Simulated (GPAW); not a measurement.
# CsH (Pm-3m): G0W0 on several meshes in GPAW

Wanted: mesh dependence and cost of G0W0 for CsH (Pm-3m).

Program: GPAW 26.7.0. Level of theory: LDA and many-body steps on it, plane waves. Results are calculated unless marked as measured.

### Step 1. The starting structure

Symmetry: Pm-3m, No. 221, cubic system. Conventional cell: a = 3.818 Å, b = 3.818 Å, c = 3.818 Å, α = 90.00°, β = 90.00°, γ = 90.00°. Nearest to Cs lie 8 H at 3.31 Å. H has 8 Cs at 3.31 Å nearest. Farther neighbours are not listed.

As a file:

```cif
data_structure
_symmetry_space_group_name_H-M 'Pm-3m'
_symmetry_Int_Tables_number 221
_cell_length_a 3.8184
_cell_length_b 3.8184
_cell_length_c 3.8184
_cell_angle_alpha 90.000
_cell_angle_beta 90.000
_cell_angle_gamma 90.000
_cell_volume 55.67
loop_
_atom_site_label
_atom_site_type_symbol
_atom_site_symmetry_multiplicity
_atom_site_Wyckoff_symbol
_atom_site_fract_x
_atom_site_fract_y
_atom_site_fract_z
_atom_site_occupancy
Cs1 Cs 1 a 0.00000 0.00000 0.00000 1
H1 H 1 b 0.50000 0.50000 0.50000 1
```

The cell and positions are those that the Materials Project relaxed with its own functionals (PBE, PBE+U or r2SCAN), kept fixed. Spin-orbit coupling is left out unless a step names it.

### Step 2. Empty states on the mesh, 4×4×4 mesh, 509 bands

This step: GPAW 26.7.0; DFT, LDA, plane waves, PAW.

The sums over transitions need many empty states on a uniform mesh; this step solves for them.

Contents of run.py:

```python
import json
import numpy as np
from gpaw.mpi import world
from gpaw import GPAW

calc = GPAW('gs.gpw').fixed_density(kpts={'size': (4, 4, 4), 'gamma': True},
    parallel={'domain': 1, 'band': 1},
    txt='nscf.txt')
calc.diagonalize_full_hamiltonian(nbands=509)
calc.write('full.gpw', mode='all')
res = {}
kpts = calc.get_ibz_k_points()
res['kpts'] = kpts
res['eigenvalues'] = [calc.get_eigenvalues(kpt=k) for k in range(len(kpts))]
res['n_electrons'] = calc.get_number_of_electrons()

if world.rank == 0:
    with open('result.json', 'w') as f:
        json.dump(res, f, default=lambda x: x.tolist())
```

Command:

```
> mpirun -n 4 gpaw python run.py
```

Numbers of over 12 decimals in the logs are rounded to 6 here.

What it wrote:

```text
Diagonalizing LCAO Hamiltonian
Converting LCAO to pw mode
convergence criteria:
- Maximum integral of absolute [eigenst]ate change: 4e-08 eV^2 / valence electron
maximum number of iterations: 100

SCF iterations
|iter     |     time |      energy | eigst |  dens |
|iter:   1|  |             | +1.94 |       |
|iter:   2|  |             | +0.82 |       |
|iter:   3|  |             | +0.13 |       |
|iter:   4|  |             | -0.89 |       |
|iter:   5|  |             | -2.45 |       |
|iter:   6|  |             | -4.41 |       |
|iter:   7|  |             | -5.96 |       |
|iter:   8|  |             | -7.44c|       |
SCF steps: 8
  __  _  _
 | _ |_)|_||  |
 |__||  | ||/\| - 26.7.0

Input parameters:
  mode=PW(ecut=600.0),
  convergence={'density': 1e-06, 'bands': -3},
  gpts=array([24, 24, 24]),
  kpts=MonkhorstPack(size=(4, 4, 4), gamma=True),
  maxiter=100,
  nbands=12,
  occupations=Occupations(name='fermi-dirac', width=0.001, fixmagmom=False),
  parallel={'domain': 1, 'band': 1},
  xc=XC(name='LDA')
Matrix size: 1871x1871
# Writing to full.gpw (mode='all')
  [... matrices ...]

timing:  # [seconds]
  Total: 17.901  # ━━━━━━━━━━━━━━━━━━━━━━━━━━━━━━━━━━━━━━━━━━━━━━━━━━━━━━━━━━
```

It took 21 s on 4 MPI ranks of Arm Neoverse V2, shared host; peak memory 1.8 GiB; 83 s of CPU time.

Numbers from this step:

```yaml
gap: 2.272 eV
k_of_the_valence_top: 0.5, 0.5, 0.5
k_of_the_conduction_bottom: 0.5, 0, 0
least_direct_gap: 2.457 eV
k_points_computed: 10
lowest_point_of_the_top_converged_band_above_the_valence_top: 240.1072 eV
```

On this mesh the gap is 2.272 eV.

### Step 3. 4×4×4

Now the one-shot GW correction: screening in the RPA, then the self-energy of the levels asked for.

This step: G0W0 on LDA, plane waves, PAW.

Contents of run.py:

```python
import json
import numpy as np
from gpaw.mpi import world
from gpaw.response.g0w0 import G0W0

gw = G0W0('full.gpw',
    filename='gw',
    kpts=[0, 4, 9],
    bands=(3, 7),
    ecut=75,
    nbands=82,
    integrate_gamma='WS',
    ppa=True)
gw.calculate()
res = {mode: {k: v for k, v in r.items() if k != 'sigma_eskwn'}
       for mode, r in gw.all_results.items()}

if world.rank == 0:
    with open('result.json', 'w') as f:
        json.dump(res, f, default=lambda x: x.tolist())
```

Command:

```
> mpirun -n 4 gpaw python run.py
```

What it wrote:

```text
Using integrator: PointIntegrator
FrequencyGridDescriptor(from 0.000+0.000j to 0.000+27.211j eV, 2 points)
Nonperiodic BCs:  [False False False]
Using integrator: PointIntegrator
FrequencyGridDescriptor(from 0.000+0.000j to 0.000+27.211j eV, 2 points)
Nonperiodic BCs:  [False False False]
  ___  _ _ _
 |   || | | |
 | | || | | |
 |__ ||_____|
 |___|

BZ k-points: Symmetries present (total): 48

  [... matrices ...]
64 k-points: 4 x 4 x 4 Monkhorst-Pack grid + [1/8,1/8,1/8]
10 k-points in the irreducible part of the Brillouin zone
       k-points in crystal coordinates                weights
   0:     0.00000000    0.00000000    0.00000000          1/64
   1:     0.25000000    0.00000000    0.00000000          6/64
   2:     0.25000000    0.25000000    0.00000000         12/64
   3:     0.25000000    0.25000000    0.25000000          8/64
   4:     0.50000000    0.00000000    0.00000000          3/64
   5:     0.50000000    0.25000000    0.00000000         12/64
   6:     0.50000000    0.25000000    0.25000000         12/64
   7:     0.50000000    0.50000000    0.00000000          3/64
   8:     0.50000000    0.50000000    0.25000000          6/64
   9:     0.50000000    0.50000000    0.50000000          1/64

Distributing spins, k-points and bands (1 x 3 x 4) over 4 processes
Number of blocks: 1

Quasi particle states:
k-points (IBZ indices): [0, 4, 9]
Band range: (3, 7)
  [... matrices ...]
Computational parameters:
Plane wave cut-off: 75 eV
Number of bands: 82
Coulomb cutoff: None
Broadening: 0.1 eV

fxc modes: GW
Kernel: RPA
Using Godby-Needs plasmon-pole approximation:
  Fitting energy: i*E0, E0 = 1.000 Hartree
Summing all q:

Calculating screened Coulomb potential
No Coulomb truncation
FrequencyGridDescriptor(from 0.000+0.000j to 0.000+27.211j eV, 2 points)
Removing empty qpoint cache files...

Calculating chi0 body with:
    Ground state adapter containing:
    Number of spins: 1
    Number of kpoints: 64
    Number of irreducible kpoints: 10
    Number of completely occupied states: 5
    Number of partially occupied states: 5
    Occupied states memory: 1.0546875 M / cpu

    Linear response parametrization:
    q_c: [0.0, 0.0, 0.0]
    Number of frequency points: 2
    Planewave cutoff: 75.0
    Number of bands: 82
    Number of planewaves: 81
    Broadening (eta): 1e-06
    comm.size: 4
    kncomm.size: 4
    blockcomm.size: 1

    Memory estimate of potentially large arrays:
        chi0_wGG: 0.200226 M / cpu
Integrating chi0 body.

Symmetries of q_c:
    Direct symmetries (Uq -> q): 48
    Indirect symmetries (TUq -> q): 0
In total 48 allowed symmetries.

  [... matrices ...]
10 groups of equivalent kpoints. 84.375% reduction.

Integral kind: response function
Integrating chi0 head and wings.

Symmetries of q_c:
    Direct symmetries (Uq -> q): 48
    Indirect symmetries (TUq -> q): 0
In total 48 allowed symmetries.

  [... matrices ...]
10 groups of equivalent kpoints. 84.375% reduction.

Integral kind: response function wings

Calculating chi0 body with:
    Ground state adapter containing:
    Number of spins: 1
    Number of kpoints: 64
    Number of irreducible kpoints: 10
    Number of completely occupied states: 5
    Number of partially occupied states: 5
    Occupied states memory: 1.0546875 M / cpu

    Linear response parametrization:
[... the further q-points ...]

Results:
f:      Occupation numbers
eps:     KS-eigenvalues [eV]
vxc:     KS vxc [eV]
exx:     Exact exchange [eV]
sigma:   Self-energies [eV]
dsigma:  Self-energy derivatives
Z:       Renormalization factors
qp:      QP-energies [eV]

k-point 0 (0): (0.000, 0.000, 0.000)                GW
band       f     eps     vxc     exx   sigma  dsigma       Z      qp
                                                                   GW
   3   1.000  -4.266 -17.592 -21.692   2.596  -0.248   0.802  -5.472
   4   1.000   1.548  -9.383 -12.963   1.973  -0.279   0.782   0.291
   5   0.000   6.758  -9.555  -4.679  -3.587  -0.200   0.834   7.833
   6   0.000   6.758  -9.555  -4.679  -3.587  -0.200   0.834   7.832

k-point 1 (4): (0.500, 0.000, 0.000)                GW
band       f     eps     vxc     exx   sigma  dsigma       Z      qp
                                                                   GW
   3   1.000  -4.106 -17.853 -21.897   2.569  -0.237   0.808  -5.299
   4   1.000   3.406 -10.766 -13.941   1.649  -0.265   0.790   2.200
[...]
k-point 2 (9): (0.500, 0.500, 0.500)                GW
band       f     eps     vxc     exx   sigma  dsigma       Z      qp
                                                                   GW
[...]
4   1.000   3.685  -9.769 -12.812   1.466  -0.270   0.788   2.444
   5   0.000   6.142  -8.504  -4.296  -3.250  -0.195   0.837   6.944
   6   0.000   6.142  -8.504  -4.296  -3.250  -0.195   0.837   6.944
```

The job ended after 19 s (4 MPI ranks; peak memory 1 GiB).

Numbers from this step:

| Quantity | Value |
| --- | --- |
| G0W0 gap on the points computed | 4.412 eV |
| least direct G0W0 gap on the computed points | 4.500 eV |
| Z at the valence top | 0.7876 |
| Z at the conduction bottom | 0.8378 |
| starting gap on the mesh | 2.272 eV |
| k of the valence top | 0.5, 0.5, 0.5 |
| k of the conduction bottom | 0.5, 0, 0 |

The gap on the mesh goes from 2.27 eV to 4.41 eV, a correction of +2.14 eV.

### Step 4. Empty states on the mesh, 6×6×6 mesh, 92 bands

This step: DFT, LDA, plane waves, PAW.

Contents of run.py:

```python
import json
import numpy as np
from gpaw.mpi import world
from gpaw import GPAW

calc = GPAW('gs.gpw').fixed_density(kpts={'size': (6, 6, 6), 'gamma': True},
    nbands=107,
    convergence={'bands': 92},
    txt='nscf.txt')
calc.write('full.gpw', mode='all')
res = {}
kpts = calc.get_ibz_k_points()
res['kpts'] = kpts
res['eigenvalues'] = [calc.get_eigenvalues(kpt=k) for k in range(len(kpts))]
res['n_electrons'] = calc.get_number_of_electrons()

if world.rank == 0:
    with open('result.json', 'w') as f:
        json.dump(res, f, default=lambda x: x.tolist())
```

Command:

```
> mpirun -n 4 gpaw python run.py
```

What it wrote:

```text
Diagonalizing LCAO Hamiltonian
Converting LCAO to pw mode
convergence criteria:
- Maximum integral of absolute [eigenst]ate change: 4e-08 eV^2 / valence electron
maximum number of iterations: 100

SCF iterations
|iter     |     time |      energy | eigst |  dens |
|iter:   1|  |             | +4.59 |       |
|iter:   2|  |             | +3.37 |       |
|iter:   3|  |             | +2.23 |       |
[...]
|iter:  13|  |             | -6.88 |       |
|iter:  14|  |             | -7.24 |       |
|iter:  15|  |             | -7.58c|       |
SCF steps: 15
  __  _  _
 | _ |_)|_||  |
 |__||  | ||/\| - 26.7.0

Input parameters:
  mode=PW(ecut=600.0),
  convergence={'bands': 92},
  gpts=array([24, 24, 24]),
  kpts=MonkhorstPack(size=(6, 6, 6), gamma=True),
  maxiter=100,
  nbands=107,
  occupations=Occupations(name='fermi-dirac', width=0.001, fixmagmom=False),
  parallel={},
  xc=XC(name='LDA')
# Writing to full.gpw (mode='all')
  [... matrices ...]

timing:  # [seconds]
  Total: 0.035  # ━━━━━━━━━━━━━━━━━━━━━━━━━━━━━━━━━━━━━━━━━━━━━━━━━━━━━━━━━━━
```

Wall time 23 s (4 MPI ranks); peak memory 0.74 GiB.

Numbers from this step:

| Property | Result |
| --- | --- |
| gap | 2.272 eV |
| k of the valence top | 0.5, 0.5, 0.5 |
| k of the conduction bottom | 0.5, 0, 0 |
| least direct gap | 2.457 eV |
| k points computed | 20 |
| lowest point of the top converged band, above the valence top | 68.5627 eV |

On this mesh the gap is 2.272 eV.

### Step 5. 6×6×6

This step: G0W0 on LDA, plane waves, PAW.

Contents of run.py:

```python
import json
import numpy as np
from gpaw.mpi import world
from gpaw.response.g0w0 import G0W0

gw = G0W0('full.gpw',
    filename='gw',
    kpts=[0, 10, 19],
    bands=(3, 7),
    ecut=75,
    nbands=82,
    integrate_gamma='WS',
    ppa=True)
gw.calculate()
res = {mode: {k: v for k, v in r.items() if k != 'sigma_eskwn'}
       for mode, r in gw.all_results.items()}

if world.rank == 0:
    with open('result.json', 'w') as f:
        json.dump(res, f, default=lambda x: x.tolist())
```

Command:

```
> mpirun -n 4 gpaw python run.py
```

What it wrote:

```text
Using integrator: PointIntegrator
FrequencyGridDescriptor(from 0.000+0.000j to 0.000+27.211j eV, 2 points)
Nonperiodic BCs:  [False False False]
Using integrator: PointIntegrator
FrequencyGridDescriptor(from 0.000+0.000j to 0.000+27.211j eV, 2 points)
Nonperiodic BCs:  [False False False]
  ___  _ _ _
 |   || | | |
 | | || | | |
 |__ ||_____|
 |___|

BZ k-points: Symmetries present (total): 48

  [... matrices ...]
216 k-points: 6 x 6 x 6 Monkhorst-Pack grid + [1/12,1/12,1/12]
20 k-points in the irreducible part of the Brillouin zone
       k-points in crystal coordinates                weights
   0:     0.00000000    0.00000000    0.00000000          1/216
   1:     0.16666667    0.00000000    0.00000000          6/216
   2:     0.16666667    0.16666667    0.00000000         12/216
[...]
9:     0.33333333    0.33333333    0.33333333          8/216
          ...
  19:     0.50000000    0.50000000    0.50000000          1/216

Distributing spins, k-points and bands (1 x 3 x 4) over 4 processes
Number of blocks: 1

Quasi particle states:
k-points (IBZ indices): [0, 10, 19]
Band range: (3, 7)
  [... matrices ...]
Computational parameters:
Plane wave cut-off: 75 eV
Number of bands: 82
Coulomb cutoff: None
Broadening: 0.1 eV

fxc modes: GW
Kernel: RPA
Using Godby-Needs plasmon-pole approximation:
  Fitting energy: i*E0, E0 = 1.000 Hartree
Summing all q:

Calculating screened Coulomb potential
No Coulomb truncation
FrequencyGridDescriptor(from 0.000+0.000j to 0.000+27.211j eV, 2 points)
Removing empty qpoint cache files...

Calculating chi0 body with:
    Ground state adapter containing:
    Number of spins: 1
    Number of kpoints: 216
    Number of irreducible kpoints: 20
    Number of completely occupied states: 5
[...]
comm.size: 4
    kncomm.size: 4
    blockcomm.size: 1

    Memory estimate of potentially large arrays:
        chi0_wGG: 0.200226 M / cpu
Integrating chi0 body.

Symmetries of q_c:
    Direct symmetries (Uq -> q): 48
    Indirect symmetries (TUq -> q): 0
In total 48 allowed symmetries.

  [... matrices ...]
20 groups of equivalent kpoints. 90.740741% reduction.

Integral kind: response function
Integrating chi0 head and wings.

Symmetries of q_c:
    Direct symmetries (Uq -> q): 48
    Indirect symmetries (TUq -> q): 0
In total 48 allowed symmetries.

  [... matrices ...]
20 groups of equivalent kpoints. 90.740741% reduction.

Integral kind: response function wings

Calculating chi0 body with:
    Ground state adapter containing:
    Number of spins: 1
    Number of kpoints: 216
    Number of irreducible kpoints: 20
    Number of completely occupied states: 5
    Number of partially occupied states: 5
[... the further q-points ...]

Results:
f:      Occupation numbers
eps:     KS-eigenvalues [eV]
vxc:     KS vxc [eV]
exx:     Exact exchange [eV]
sigma:   Self-energies [eV]
dsigma:  Self-energy derivatives
Z:       Renormalization factors
qp:      QP-energies [eV]

k-point 0 (0): (0.000, 0.000, 0.000)                GW
band       f     eps     vxc     exx   sigma  dsigma       Z      qp
                                                                   GW
   3   1.000  -4.266 -17.592 -21.691   2.579  -0.241   0.806  -5.491
   4   1.000   1.548  -9.383 -12.955   1.957  -0.281   0.780   0.287
   5   0.000   6.758  -9.555  -4.678  -3.566  -0.197   0.835   7.853
[...]
k-point 1 (10): (0.500, 0.000, 0.000)                GW
band       f     eps     vxc     exx   sigma  dsigma       Z      qp
                                                                   GW
[...]
k-point 2 (19): (0.500, 0.500, 0.500)                GW
band       f     eps     vxc     exx   sigma  dsigma       Z      qp
                                                                   GW
[...]
5   0.000   6.142  -8.504  -4.314  -3.217  -0.193   0.838   6.957
   6   0.000   6.142  -8.504  -4.314  -3.217  -0.193   0.838   6.957
```

Run time: 71 s. Hardware: 4 MPI ranks; peak memory 1.2 GiB; 4.7 min of CPU time.

Numbers from this step:

- G0W0 gap on the points computed: 4.426 eV
- least direct G0W0 gap on the computed points: 4.514 eV
- Z at the valence top: 0.7887
- Z at the conduction bottom: 0.8393
- starting gap on the mesh: 2.272 eV
- k of the valence top: 0.5, 0.5, 0.5
- k of the conduction bottom: 0.5, 0, 0

Against G0W0 in GPAW (4×4×4 mesh, 82 bands, screening to 75 eV, Godby-Needs plasmon pole), the gap moves by +0.014 eV.

### Step 6. The runs together

Times are wall times on 4 MPI ranks of Arm Neoverse V2, shared host, good to a factor of about two.

```csv
run,mesh,bands,screening cutoff (eV),DFT gap (eV),gap on the mesh (eV),direct (eV),time
4×4×4,4×4×4,82,75,2.272,4.412,4.500,19 s
6×6×6,6×6×6,82,75,2.272,4.426,4.514,71 s
```

### Step 7. Summary of results

- 4×4×4: 4.412 eV
- 6×6×6: 4.426 eV
- known limits: not at the basis limit; no spin-orbit coupling; coarse k mesh

In words: 6×6×6: +0.014 eV against 4×4×4. Bands and cutoff are finite, so the gap is not at the basis limit. The miss can reach some tenths of an eV and take either sign; the mesh is an error of its own. These stock PAW sets were not made for GW. In the G0W0 runs levels were corrected at 3 k points alone, so a gap called «on the mesh» is the least over those, and an edge elsewhere would be missed. The 4×4×4 mesh is coarse for this cell, which bears on the long-range parts of exchange and screening. The many-body steps are scalar-relativistic: spin-orbit coupling is not in them.

[Paths, hosts, dates, memory and timing lines, banners, echoed tables and standing remarks are left out of the program output.]

[Logs are printed without paths, hosts, clocks, repeated set-up lines and the standing remarks that a program may print on its own settings, such as how far it seeks lower states.]

[Runs of the session that timed out or met a known fault of the program may be left out.]

[Hosts, paths, dates, database ids (printed as entryN), source tags and the programs' standing remarks are cut or masked in the printed files.]
